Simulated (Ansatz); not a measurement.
# Cd5B3ClO9 (Cm): converging the G0W0 gap, part 2 of 2

Aim: see how the G0W0 gap of Cd5B3ClO9 (Cm) on PBE moves with empty bands and screening cutoff, and what each rung costs.

Ansatz 0.2.0; G0W0 on PBE, plane waves, PAW; PAW set soft_1. Known limits of the many-body steps: not at the basis limit; d shell near the gap, gap tends to lie low; no spin-orbit coupling; coarse k mesh.

So far. Step 4 (1033 empty bands, screening to 160 eV): Against the run with 2×2×4 mesh, 480 empty bands, screening to 96 eV, PAW set soft_1 files, the gap moves by +0.13 eV.

### 5. Changing the frequency model: 2×2×4 mesh, 1033 empty bands, screening to 160 eV, plasmon pole, PAW set soft_1 files

A plasmon pole stands in for the full frequency dependence of the screening; this run shows what that costs in accuracy.

Contents of input.yaml:

```yaml
crystal:
  lattice:
    - [4.086, -8.0305, 0.0]
    - [4.086, 8.0305, 0.0]
    - [-0.5610688069, 0.0, 3.4284942182]
  atoms:
    - { symbol: Cd, position: [0.9903899046, 0.7342556792, 0.5662659888] }
    - { symbol: Cd, position: [0.7342556792, 0.9903899046, 0.5662659888] }
    - { symbol: Cd, position: [0.3113911839, 0.6630019832, 0.9124457693] }
    - { symbol: Cd, position: [0.6630019832, 0.3113911839, 0.9124457693] }
    - { symbol: Cd, position: [0.2871762088, 0.2871762088, 0.3102574688] }
    - { symbol: B, position: [0.6210609171, 0.6210609171, 0.9737592675] }
    - { symbol: B, position: [0.972075933, 0.3689018994, 0.3370010488] }
    - { symbol: B, position: [0.3689018994, 0.972075933, 0.3370010488] }
    - { symbol: Cl, position: [0.049188481, 0.049188481, 0.7118210963] }
    - { symbol: O, position: [0.7759792855, 0.623579409, 0.0193502893] }
    - { symbol: O, position: [0.623579409, 0.7759792855, 0.0193502893] }
    - { symbol: O, position: [0.4502306784, 0.4502306784, 0.8744954667] }
    - { symbol: O, position: [0.1618372402, 0.4552599818, 0.3467663233] }
    - { symbol: O, position: [0.4552599818, 0.1618372402, 0.3467663233] }
    - { symbol: O, position: [0.1966350256, 0.8360258997, 0.1252240285] }
    - { symbol: O, position: [0.8360258997, 0.1966350256, 0.1252240285] }
    - { symbol: O, position: [0.9120354728, 0.4534148167, 0.5549599024] }
    - { symbol: O, position: [0.4534148167, 0.9120354728, 0.5549599024] }
kpoints:
  mp_grid: { grid: [2, 2, 4] }
hamiltonian:
  xc: pbe
  pseudopotentials: { kind: paw, azcp: { folder: soft_1 } }
scf:
  occupations: { method: fixed }
gw:
  n_empty_bands: 1033
  ecut_chi: 160.0
  qp_bands: [v4, c4]
  qp_kpoints: band_edges
  screening: { model: godby_needs }
```

On the command line:

```console
> ansatz run input.yaml --threads 2 --pin off --max-ram 92160MiB --backend cuda --events-out ev --progress --plain --runs-dir out --devices 1 --max-vram 13GiB
```

Numbers of over 12 decimals in the logs are rounded to 6 here.

Log:

```text
GPUs: using 1 of 1 available (devices: 1).
[...]
GPU FFT provider: cuFFT
GPU libraries: cuBLAS 13.8.2, cuFFT 12.4.0, cuSOLVER 12.3.4
Crystal: 18 atoms, lattice volume = 224.996 Å³
Basis set: ecut = 420 eV, 4399 PW (Γ)
Bands: 103, of which v1, the nominal top of the filled ones, is band 85 counted from 1 (84 counted from 0)
Symmetry: 2 space group operations
[...]
k-points: 9 of 16 (time reversal used)
[...]
0    89     13.5003   -10.7415    -4.1624   -15.8693  0.8365    14.4691    14.4657  root
[...]
8    86     13.2291    -9.0850    -4.4591   -14.4546  0.8433    14.1426    14.1396  root
     8    87     13.7122    -9.9501    -4.5125   -15.4906  0.8384    14.7442    14.7401  root
     8    88     13.7540   -11.0082    -4.3601   -16.4680  0.8343    14.8584    14.8537  root
     8    89     13.8392   -10.1857    -4.3861   -15.5697  0.8383    14.8407    14.8370  root
[key lines of the parts left out:]
SCF converged after 11 iterations
Free energy (F): -47934.093513 eV
Fermi energy:    8.408493 eV
```

It took 2.2 min on 1 × NVIDIA H100 80GB HBM3 (shared by 6 runs) with 2 threads of AMD EPYC 7R13 (Zen 3), shared host; peak memory 5 GiB.

This step gave:

* bands summed: 1118
* plasmon-pole fit frequency: 32.28 eV
* RPA ε∞ on this mesh (eigenvalues): 3.537, 3.796, 3.953
* plane waves in the screening matrix: 1051
* G0W0 gap on the mesh: 3.483 eV
* k of the valence top: 0, 0, -0.5
* k of the conduction bottom: 0, 0, 0
* starting gap on the mesh: 1.985 eV
* least direct G0W0 gap on the computed points: 3.524 eV

Against the run with 2×2×4 mesh, 1033 empty bands, screening to 160 eV, PAW set soft_1 files, the gap moves by −0.001 eV.

### 6. Changing the files and raising the bands: 2×2×4 mesh, 1532 empty bands, screening to 208 eV, hard PAW files

Other atomic data (hard PAW) test the pseudisation: the cutoff goes from 420 to 930 eV, with the same valence electrons. Bands and screening cutoff change too, so the step is no clean test of the files.

This step: G0W0 on PBE, plane waves, PAW.

input.yaml: that of step 5 with these lines changed.

```diff
@@ -28,3 +28,3 @@
   xc: pbe
-  pseudopotentials: { kind: paw, azcp: { folder: soft_1 } }
+  pseudopotentials: { kind: paw, source: ansatz }
 scf:
@@ -32,6 +32,6 @@
 gw:
-  n_empty_bands: 1033
-  ecut_chi: 160.0
+  n_empty_bands: 1532
+  ecut_chi: 208.0
   qp_bands: [v4, c4]
   qp_kpoints: band_edges
-  screening: { model: godby_needs }
+  screening: { model: contour_deformation }
```

Log:

```text
GPUs: using 1 of 1 available (devices: 1).
[...]
GPU FFT provider: cuFFT
GPU libraries: cuBLAS 13.8.2, cuFFT 12.4.0, cuSOLVER 12.3.4
Crystal: 18 atoms, lattice volume = 224.996 Å³
Basis set: ecut = 930 eV, 14555 PW (Γ)
Bands: 103, of which v1, the nominal top of the filled ones, is band 85 counted from 1 (84 counted from 0)
Symmetry: 2 space group operations
[...]
k-points: 9 of 16 (time reversal used)
[...]
0    89     13.4670   -10.7286    -4.3666   -15.8578  0.8118    14.2355    14.2295  root
[...]
8    86     13.1942    -9.0659    -4.6097   -14.4329  0.8191    13.9573    13.9514  root
     8    87     13.6778    -9.9332    -4.7270   -15.4719  0.8101    14.4973    14.4894  root
     8    88     13.7190   -10.9906    -4.6137   -16.4525  0.8059    14.5757    14.5672  root
     8    89     13.8058   -10.1707    -4.5874   -15.5543  0.8118    14.6090    14.6020  root
[key lines of the parts left out:]
SCF converged after 11 iterations
Free energy (F): -47940.764109 eV
Fermi energy:    8.374442 eV
```

The job ended after 3.9 min (1 × NVIDIA H100 80GB HBM3 (shared by 6 runs) with 2 threads; peak memory 8.6 GiB).

This step gave:

| Quantity | Value |
| --- | --- |
| bands summed | 1617 |
| RPA ε∞ on this mesh (eigenvalues) | 3.532, 3.787, 3.944 |
| plane waves in the screening matrix | 1521 |
| G0W0 gap on the mesh | 3.583 eV |
| k of the valence top | 0, 0, -0.5 |
| k of the conduction bottom | 0, 0, 0 |
| starting gap on the mesh | 1.986 eV |
| least direct G0W0 gap on the computed points | 3.625 eV |

Against the run with 2×2×4 mesh, 1033 empty bands, screening to 160 eV, PAW set soft_1 files, the gap moves by +0.10 eV.

### 7. Side by side

Times are wall times on 1 × NVIDIA H100 80GB HBM3 (shared by 6 runs) with 2 threads of AMD EPYC 7R13 (Zen 3), shared host, good to a factor of about two.

```csv
mesh,files,frequency,bands summed,cutoff (eV),start (eV),G0W0 (eV),time,host memory (GiB)
2×2×4,PAW set soft_1,contour deformation,254,48,1.985,3.402,21 s,1.3
2×2×4,PAW set soft_1,contour deformation,565,96,1.985,3.350,36 s,1.9
2×2×4,PAW set soft_1,contour deformation,1118,160,1.985,3.484,83 s,3.7
2×2×4,PAW set soft_1,plasmon pole,1118,160,1.985,3.483,2.2 min,5.0
2×2×4,hard PAW,contour deformation,1617,208,1.986,3.583,3.9 min,8.6
```

The parts of the quasiparticle energy at the two band edges (eV; QP = start + Σx + Σc − Vxc):

```
       run               edge  start      Σx     Σc     Vxc     Z     QP
 254 bands        valence top   8.41  -27.54   4.81  -22.20  0.77   7.87
 254 bands  conduction bottom  10.39  -10.32  -3.34  -14.55  0.83  11.28
 565 bands        valence top   8.41  -27.54   4.65  -22.20  0.76   7.72
 565 bands  conduction bottom  10.39  -10.32  -3.55  -14.55  0.83  11.07
1118 bands        valence top   8.41  -27.54   4.41  -22.20  0.76   7.48
1118 bands  conduction bottom  10.39  -10.32  -3.66  -14.55  0.83  10.96
```

### 8. What came out

| Item | Value |
| --- | --- |
| 254 bands, 48 eV | 3.402 eV |
| 565 bands, 96 eV | 3.350 eV |
| 1118 bands, 160 eV | 3.484 eV |
| mesh and start | 2×2×4, PBE |

**Reading.** From 254 to 1118 bands the gap moves by +0.08 eV while the time grows 4.0-fold. Σc changes by −0.40 eV at the valence top and −0.32 eV at the conduction bottom, so the levels themselves move more than the gap between them. The gap turns back along the series, so no limit is drawn from it. The plasmon-pole model gives −0.001 eV against contour deformation, 0 % of the correction, and saved no time in this program. With hard PAW files and 1617 bands the gap is 3.58 eV. The 2×2×4 mesh is coarse for this cell (its supercell is 14 Å along the shortest edge). The RPA ε∞ on it, from the PBE start, is 3.54, 3.80 and 3.95; such meshes misread the long-range screening, most where the gap is narrow. A d shell, filled or nearly so, lies near the gap. One-shot GW converges very slowly in bands there, not always from below, and on a semilocal start the gap tends to come out low; starts rich in exact exchange can overshoot instead. The many-body steps are scalar-relativistic: spin-orbit coupling is not in them.

[Paths, hosts, dates, memory and timing lines, banners, echoed tables and standing remarks are left out of the program output.]

[Logs are printed without paths, hosts, clocks, repeated set-up lines and the standing remarks that a program may print on its own settings, such as how far it seeks lower states.]

[Runs of the session that timed out or met a known fault of the program may be left out.]

[Cells called generated may have been cut or substituted from an entry of the Crystallography Open Database or the Materials Project.]

[Hosts, paths, dates, database ids (printed as entryN), source tags and the programs' standing remarks are cut or masked in the printed files.]
